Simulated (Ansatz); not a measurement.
**A frame of liquid 80GeO2-20CaO (mol %) from 3000 K (98 atoms): geometry optimisation**

Aim: bring a frame of liquid 80GeO2-20CaO (mol %) from 3000 K (98 atoms) to a nearby minimum of the energy and see what moves.

Method: Kohn-Sham DFT, RPBE, PAW (set soft_2), plane waves, in Ansatz 0.2.0.

**1. The starting structure**

The cell holds 98 atoms: 28 Ge, 7 Ca and 63 O. Cell: a = 11.460 Å, b = 11.460 Å, c = 11.460 Å, α = 90.0°, β = 90.0°, γ = 90.0°. 98 atoms (28 Ge, 7 Ca, 63 O) placed at random at 3.67 g/cm³, melted at 4000 K for 10 ps at fixed volume with the Morse and Coulomb pair potential with partial charges (Pedone, Malavasi, Menziani, Cormack and Segre, J. Phys. Chem. B 110, 11780 (2006)). Snapshot at the end of a hold of 10 ps at 3000 K and fixed volume.

Before any run, some limits are plain. The starting topology of bonds comes from the classical model. Sampling is at Γ alone, for a cell whose shortest periodic width is 11 Å.

**2. Single point at the start**

The forces at the start show how far the geometry lies from a minimum of this functional.

The input, input.yaml:

```yaml
crystal:
  lattice:
    - [11.4603, 0.0, 0.0]
    - [0.0, 11.4603, 0.0]
    - [0.0, 0.0, 11.4603]
  atoms:
    - { symbol: Ge, position: [0.04903, 0.10832, 0.54073] }
    - { symbol: Ge, position: [0.59179, 0.09086, 0.09471] }
    - { symbol: Ge, position: [0.84837, 0.01428, 0.84344] }
    - { symbol: Ge, position: [0.7092, 0.98647, 0.31785] }
    [... 88 atom lines left out ...]
    - { symbol: O, position: [0.55009, 0.48262, 0.02648] }
    - { symbol: O, position: [0.14074, 0.56069, 0.97586] }
    - { symbol: O, position: [0.74798, 0.00231, 0.72826] }
    - { symbol: O, position: [0.82381, 0.1634, 0.85736] }
    - { symbol: O, position: [0.98438, 0.84245, 0.35671] }
    - { symbol: O, position: [0.57355, 0.8314, 0.56238] }
kpoints:
  mp_grid: { grid: [1, 1, 1] }
hamiltonian:
  xc: rpbe
scf:
  occupations: { method: fixed }
output:
  forces: true
  stress: true
  populations: true
  dos:
    method: { smearing: { sigma: 0.15 } }
    de: 0.1
    projected: { site_lists: { Ca: [Ca], Ge: [Ge], O: [O] } }
  eigenvalues: true
```

Command:

```sh
$ ansatz run input.yaml --threads 4 --pin off --max-ram 8192MiB --backend cpu --events-out ev --progress --plain --runs-dir out
```

The job ended after 54 s (4 threads of Arm Neoverse V1, shared host; peak memory 2.3 GiB).

Numbers from this run:

| Property | Result |
| --- | --- |
| free energy | -168995.9578 eV |
| free energy per atom | -1724.4485 eV/atom |
| SCF cycles | 23 |
| pressure | 8.872 GPa |
| r.m.s. force component | 2.481 eV/Å |
| longest force | 11.94 eV/Å |
| Fermi energy | 5.136 eV |
| gap (highest filled to lowest empty level) | 0.032 eV |
| spilling of the projection | 0.006655 |

The r.m.s. force component of 2.5 eV/Å and the pressure of 8.9 GPa set the starting point.

Length of the force by element:

| element | coordination | atoms | mean length of the force (eV/Å) | spread | least | most |
| --- | --- | --- | --- | --- | --- | --- |
| Ca | all | 7 | 1.35 | 0.726 | 0.751 | 2.87 |
| Ge | all | 28 | 4.86 | 2.37 | 1.80 | 11.9 |
| O | all | 63 | 3.33 | 2.10 | 0.453 | 9.67 |

**3. Relaxation**

The atoms are relaxed in the fixed cell, aiming at the force tolerance of the input.

input.yaml, the sections that differ from step 2:

```yaml
output:
  forces: true
relax:
  f_tol: 0.05
  max_steps: 200
# crystal, kpoints, hamiltonian, scf: as in step 2
```

The job ended after 11 min (4 threads; peak memory 2.2 GiB).

The steps of the relaxation (22 of 34):

| step | energy less that of the first step (eV) | largest force component (eV/Å) |
| --- | --- | --- |
| 1 | 0.0000 | 9.7089 |
| 3 | -29.5224 | 1.4121 |
| 4 | -33.5724 | 1.0494 |
| 6 | -37.2821 | 0.6214 |
| 7 | -38.6054 | 0.5690 |
| 9 | -39.9394 | 0.3679 |
| 10 | -40.5332 | 0.3729 |
| 12 | -41.3738 | 0.4972 |
| 14 | -42.0971 | 0.4071 |
| 15 | -42.5955 | 0.4031 |
| 17 | -43.3455 | 0.4583 |
| 18 | -43.5446 | 0.8906 |
| 20 | -44.1062 | 0.3170 |
| 21 | -44.3379 | 0.3664 |
| 23 | -44.7714 | 0.3834 |
| 25 | -45.1460 | 0.3707 |
| 26 | -45.2612 | 0.4193 |
| 28 | -45.7178 | 0.3268 |
| 29 | -45.8711 | 0.1674 |
| 31 | -45.9060 | 0.2035 |
| 32 | -45.9332 | 0.1049 |
| 34 | -45.9411 | 0.0443 |

Relaxation step 33 was tried and not accepted.

The atoms that moved most (Å):

| atom | dx | dy | dz | length |
| --- | --- | --- | --- | --- |
| O85 | 1.652 | -0.431 | 0.491 | 1.777 |
| O58 | -0.943 | 0.513 | 1.323 | 1.703 |
| O75 | 0.841 | -0.740 | 1.064 | 1.545 |
| O97 | 1.041 | -1.062 | -0.067 | 1.488 |
| Ca31 | -0.533 | 1.009 | 0.913 | 1.461 |
| O80 | -0.419 | -0.436 | -1.205 | 1.348 |
| O68 | 1.010 | 0.744 | 0.491 | 1.347 |
| Ca29 | -0.600 | -0.269 | -1.166 | 1.339 |

The relaxation changed the energy by -469 meV/atom, and atoms moved by 0.81 Å r.m.s., 1.8 Å at most.

**4. Structure statistics after relaxation**

Bonds before and after, by the cutoffs listed below:

| pair | bonds before | bonds after | mean before (Å) | mean after (Å) | spread before (Å) | spread after (Å) |
| --- | --- | --- | --- | --- | --- | --- |
| O-Ge | 113 | 116 | 1.789 | 1.810 | 0.126 | 0.068 |
| O-Ca | 27 | 34 | 2.474 | 2.384 | 0.204 | 0.124 |

Density 3.67 g/cm³, 15.36 Å³ an atom.

g(r), total and by pair (bins of 0.2 Å):

| r (Å) | total | O-O | O-Ge | O-Ca | Ge-Ge | Ge-Ca | Ca-Ca |
| --- | --- | --- | --- | --- | --- | --- | --- |
| 1.60 | 0.04 | 0.00 | 0.12 | 0.00 | 0.00 | 0.00 | 0.00 |
| 1.80 | 4.11 | 0.00 | 11.18 | 0.00 | 0.00 | 0.00 | 0.00 |
| 2.00 | 0.26 | 0.00 | 0.70 | 0.00 | 0.00 | 0.00 | 0.00 |
| 2.20 | 0.30 | 0.00 | 0.07 | 2.96 | 0.00 | 0.00 | 0.00 |
| 2.40 | 0.43 | 0.10 | 0.00 | 4.24 | 0.00 | 0.00 | 0.00 |
| 2.60 | 0.44 | 0.87 | 0.00 | 0.83 | 0.00 | 0.00 | 0.00 |
| 2.80 | 1.29 | 2.82 | 0.22 | 0.35 | 0.18 | 0.00 | 0.00 |
| 3.00 | 1.56 | 3.23 | 0.15 | 0.76 | 0.68 | 0.99 | 0.00 |
| 3.20 | 1.04 | 1.10 | 0.52 | 0.14 | 3.59 | 2.08 | 0.00 |
| 3.40 | 0.80 | 0.65 | 0.56 | 0.46 | 2.76 | 1.06 | 2.08 |
| 3.60 | 0.70 | 0.60 | 0.94 | 0.20 | 0.47 | 1.17 | 0.00 |
| 3.80 | 0.97 | 0.81 | 1.18 | 0.47 | 0.11 | 2.75 | 6.92 |
| 4.00 | 1.06 | 0.75 | 1.48 | 0.93 | 0.76 | 1.36 | 0.00 |
| 4.20 | 1.06 | 0.68 | 1.57 | 1.08 | 0.77 | 0.70 | 1.44 |
| 4.40 | 1.19 | 0.64 | 1.75 | 1.34 | 1.42 | 0.79 | 2.50 |
| 4.60 | 1.13 | 0.88 | 1.40 | 1.68 | 0.87 | 0.74 | 0.00 |
| 4.80 | 1.01 | 0.94 | 0.92 | 1.83 | 0.93 | 0.66 | 2.15 |
| 5.00 | 1.03 | 1.15 | 0.76 | 1.52 | 1.09 | 1.09 | 0.00 |
| 5.20 | 0.89 | 1.13 | 0.72 | 0.65 | 0.96 | 0.45 | 0.00 |
| 5.40 | 1.10 | 1.46 | 0.71 | 0.97 | 1.15 | 1.38 | 0.00 |
| 5.60 | 0.91 | 1.03 | 0.78 | 0.47 | 1.36 | 0.97 | 1.53 |

Bonds by pair of elements; cutoffs follow the first minimum of g(r), held within bounds set by covalent radii, and pairs that aren't listed don't count as bonded:

| pair A-B | cutoff (Å) | bonds | mean length (Å) | spread (Å) | shortest (Å) | B about A | A about B |
| --- | --- | --- | --- | --- | --- | --- | --- |
| O-Ge | 2.27 | 116 | 1.81 | 0.068 | 1.68 | 1.84 | 4.14 |
| O-Ca | 2.83 | 34 | 2.38 | 0.124 | 2.13 | 0.54 | 4.86 |

How many atoms have how many bonded neighbours:

| element | mean | 2 | 3 | 4 | 5 | 6 |
| --- | --- | --- | --- | --- | --- | --- |
| Ca | 4.86 | 0 | 0 | 2 | 4 | 1 |
| Ge | 4.14 | 0 | 0 | 24 | 4 | 0 |
| O | 2.38 | 39 | 24 | 0 | 0 | 0 |

Bond angles (no mean is given where the spread exceeds 20°):

| angle | count | mean (°) | spread (°) |
| --- | --- | --- | --- |
| O-Ge-O | 184 | 109 | 14 |
| O-Ca-O | 67 | - | - |
| Ge-O-Ge | 54 | 130 | 13.5 |
| Ca-O-Ge | 49 | - | - |
| Ca-O-Ca | 8 | 110 | 12.2 |

Oxygen atoms by the number of network formers (Si, P, Ge, B, Al, As, Ga) bound to them:

| network formers bound to O | O atoms | per cent |
| --- | --- | --- |
| 0 | 0 | 0 |
| 1 | 11 | 17.5 |
| 2 | 51 | 81 |
| 3 | 1 | 1.6 |

Network units: each former by its oxygen neighbours and how many of them bridge to another former:

| former | O neighbours | bridging O | atoms |
| --- | --- | --- | --- |
| Ge | 4 | 2 | 2 |
| Ge | 4 | 3 | 5 |
| Ge | 4 | 4 | 17 |
| Ge | 5 | 4 | 2 |
| Ge | 5 | 5 | 2 |

Bond length by coordination (bonds to H left out):

| element | coordination | atoms | mean bond length (Å) |
| --- | --- | --- | --- |
| Ca | 4 | 2 | 2.35 |
| Ca | 5 | 4 | 2.39 |
| Ca | 6 | 1 | 2.42 |
| Ge | 4 | 24 | 1.79 |
| Ge | 5 | 4 | 1.89 |
| O | 2 | 39 | 1.81 |
| O | 3 | 24 | 2.08 |

Rings of the network by King's shortest-path rule, up to 12 atoms, one path for each pair of neighbours; H, halogens, alkali and alkaline-earth atoms are left out, and the last column divides by all other atoms, bonded or not:

| ring size (atoms) | rings | per network atom |
| --- | --- | --- |
| 4 | 1 | 0.011 |
| 6 | 3 | 0.033 |
| 8 | 4 | 0.044 |
| 10 | 12 | 0.132 |
| 12 | 14 | 0.154 |

For some of the pairs, g(r) has its first main peak near 2.9 Å (O-O), 1.8 Å (O-Ge), 2.4 Å (O-Ca) and 3.2 Å (Ge-Ge). With the cutoffs above, 57 % of Ca atoms have 5, 86 % of Ge atoms have 4 and 62 % of O atoms have 2 bonded neighbours. The O-Ge-O angle averages 109° with a spread of 14°. 81 % of the oxygens bridge two formers (Ge) and 18 % are non-bridging; 2 % join three. The commonest Ge unit has 4 oxygens, 4 of them shared with other formers (17 of 28 atoms). Rings of 12 atoms are the most common (41 % of those counted); sizes run from 4 to 12, where the search stops.

**5. Single point at the relaxed geometry**

The electronic structure is read at the final geometry, in a run of its own.

The input, input.yaml:

```yaml
crystal:
  lattice:
    - [11.4603, 0.0, 0.0]
    - [0.0, 11.4603, 0.0]
    - [0.0, 0.0, 11.4603]
  atoms:
    - { symbol: Ge, position: [0.08438, 0.12959, 0.52716] }
    - { symbol: Ge, position: [0.56183, 0.09634, 0.05966] }
    - { symbol: Ge, position: [0.85449, 0.98087, 0.82992] }
    - { symbol: Ge, position: [0.70161, 0.02492, 0.36211] }
    [... 88 atom lines left out ...]
    - { symbol: O, position: [0.54789, 0.4967, 0.04375] }
    - { symbol: O, position: [0.13623, 0.56407, 0.96521] }
    - { symbol: O, position: [0.77015, 0.93134, 0.71213] }
    - { symbol: O, position: [0.83105, 0.13345, 0.86148] }
    - { symbol: O, position: [0.07523, 0.74982, 0.35085] }
    - { symbol: O, position: [0.5628, 0.81623, 0.60232] }
kpoints:
  mp_grid: { grid: [1, 1, 1] }
hamiltonian:
  xc: rpbe
scf:
  occupations: { method: fixed }
output:
  forces: true
  stress: true
  populations: true
  dos:
    method: { smearing: { sigma: 0.1 } }
    de: 0.1
    projected: { site_lists: { Ca: [Ca], Ge: [Ge], O: [O] } }
  eigenvalues: true
  write_density: true
  write_potential: true
  volumetric_format: npy
  elf: true
```

Run time: 41 s. Hardware: 4 threads; peak memory 2.3 GiB; 2.6 min of CPU time.

Read from the output:

- free energy: -169041.8989 eV
- free energy per atom: -1724.9173 eV/atom
- SCF cycles: 10
- pressure: 0.2794 GPa
- r.m.s. force component: 0.0122 eV/Å
- longest force: 0.04839 eV/Å
- Fermi energy: 4.588 eV
- gap (highest filled to lowest empty level): 1.468 eV
- spilling of the projection: 0.006399

Löwdin charges by element and coordination (they lack the spilled electrons, 0.055 e an atom on average):

| element | coordination | atoms | mean charge (e) | spread | least | most |
| --- | --- | --- | --- | --- | --- | --- |
| Ca | all | 7 | 1.78 | 0.0099 | 1.77 | 1.80 |
| Ca | 4 | 2 | 1.79 | 0.0129 | 1.77 | 1.80 |
| Ca | 5 | 4 | 1.77 | 0.0048 | 1.77 | 1.78 |
| Ca | 6 | 1 | 1.78 | 0 | 1.78 | 1.78 |
| Ge | all | 28 | 1.54 | 0.0406 | 1.44 | 1.60 |
| Ge | 4 | 24 | 1.55 | 0.0394 | 1.44 | 1.60 |
| Ge | 5 | 4 | 1.51 | 0.0263 | 1.47 | 1.54 |
| O | all | 63 | -0.798 | 0.0912 | -1.06 | -0.703 |
| O | 2 | 39 | -0.752 | 0.049 | -0.936 | -0.703 |
| O | 3 | 24 | -0.871 | 0.0962 | -1.06 | -0.705 |

States in the cell by windows of 1 eV, zero at the Fermi level; the larger projections on atomic orbitals stand beside the total:

| from (eV) | to (eV) | total | O p | Ge p | Ge s | O s |
| --- | --- | --- | --- | --- | --- | --- |
| -18 | -17 | 47.3 | 0.4 | 6.9 | 0.9 | 36.8 |
| -17 | -16 | 16.8 | 0.2 | 1.7 | 0.5 | 13.0 |
| -16 | -15 | 9.3 | 0.1 | 0.9 | 0.2 | 7.3 |
| -15 | -11 | 0.0 | 0.0 | 0.0 | 0.0 | 0.0 |
| -11 | -10 | 0.6 | 0.3 | 0.0 | 0.2 | 0.0 |
| -10 | -9 | 12.6 | 6.9 | 0.4 | 4.5 | 0.7 |
| -9 | -8 | 14.2 | 8.0 | 0.8 | 4.3 | 1.0 |
| -8 | -7 | 14.0 | 8.2 | 1.2 | 3.3 | 1.1 |
| -7 | -6 | 15.0 | 9.5 | 2.0 | 2.4 | 1.0 |
| -6 | -5 | 36.1 | 26.3 | 7.8 | 0.7 | 0.9 |
| -5 | -4 | 34.1 | 25.8 | 5.6 | 0.6 | 1.5 |
| -4 | -3 | 51.9 | 43.2 | 5.1 | 0.5 | 1.9 |
| -3 | -2 | 81.5 | 75.4 | 2.8 | 0.3 | 1.3 |
| -2 | -1 | 85.1 | 81.5 | 1.2 | 0.2 | 0.5 |
| -1 | 0 | 31.6 | 30.1 | 0.5 | 0.1 | 0.2 |
| 0 | 1 | 1.4 | 1.3 | 0.0 | 0.0 | 0.0 |
| 1 | 2 | 2.0 | 0.4 | 0.1 | 0.9 | 0.4 |
| 2 | 3 | 5.3 | 1.6 | 0.6 | 2.2 | 0.7 |
| 3 | 4 | 13.6 | 4.0 | 1.6 | 5.6 | 1.7 |
| 4 | 5 | 18.0 | 4.9 | 2.7 | 6.2 | 1.8 |

With fixed occupations the program's Fermi level is the highest filled level; weight inside the gap is the broadening of levels at its edges.

Between -26 and -18 eV lie 375 more states.

The levels nearest the highest filled one (over half full), pooled over k-points and spins:

| level less the highest filled one (eV) | occupation |
| --- | --- |
| -0.482 | 2 |
| -0.403 | 2 |
| -0.398 | 2 |
| -0.268 | 2 |
| -0.193 | 2 |
| 0 | 2 |
| 1.47 | 0 |
| 2.71 | 0 |
| 2.83 | 0 |
| 2.95 | 0 |
| 3.06 | 0 |
| 3.37 | 0 |

Mean Löwdin charges: Ca +1.78, Ge +1.54, O -0.80 e (they miss 0.64 % of the electrons, so they add up to more than the cell's charge). The largest share in the top eV of filled states is O p (97 % of the projected weight), and in the lowest eV of empty states Ge s (44 % of the projected weight).

**6. Results**

- energy change in the relaxation: -468.8 meV/atom
- r.m.s. displacement: 0.808 Å
- largest displacement: 1.777 Å
- free energy per atom: -1724.9173 eV/atom
- pressure: 0.2794 GPa
- r.m.s. force component: 0.0122 eV/Å
- gap (highest filled to lowest empty level): 1.468 eV
- wall time of the 3 DFT runs: 13 min

In words: Relaxation lowers the energy by 469 meV/atom and moves atoms by 0.81 Å r.m.s.; the r.m.s. force component goes from 2.5 to 0.012 eV/Å, the pressure goes from 8.9 to 0.28 GPa. By the final cutoffs 12 of 140 bonded pairs parted and 22 joined. From the first step to the last the energy fell by 45.941 eV, and the largest move was 1.78 Å (O85). The O-Ca bonds change most in mean length: from 2.474 Å (spread 0.204) to 2.384 Å (spread 0.124), and their number from 27 to 34. With the cutoffs above, 57 % of Ca atoms have 5, 86 % of Ge atoms have 4 and 62 % of O atoms have 2 bonded neighbours. 81 % of the oxygens bridge two formers (Ge) and 18 % are non-bridging; 2 % join three. Between filled and empty levels lie 1.47 eV (at Γ alone); a semilocal functional tends to put such gaps too low. In a disordered cell it changes from sample to sample and from frame to frame.

Caveats: The network of bonds at the start is that of the classical potential that made the cell; in DFT 12 of its 140 bonded pairs passed out of the cutoffs and 22 came within them.

[Logs are printed without paths, hosts, clocks, repeated set-up lines and the standing remarks that a program may print on its own settings, such as how far it seeks lower states.]

[Hosts, paths, dates, database ids (printed as entryN), source tags and the programs' standing remarks are cut or masked in the printed files.]
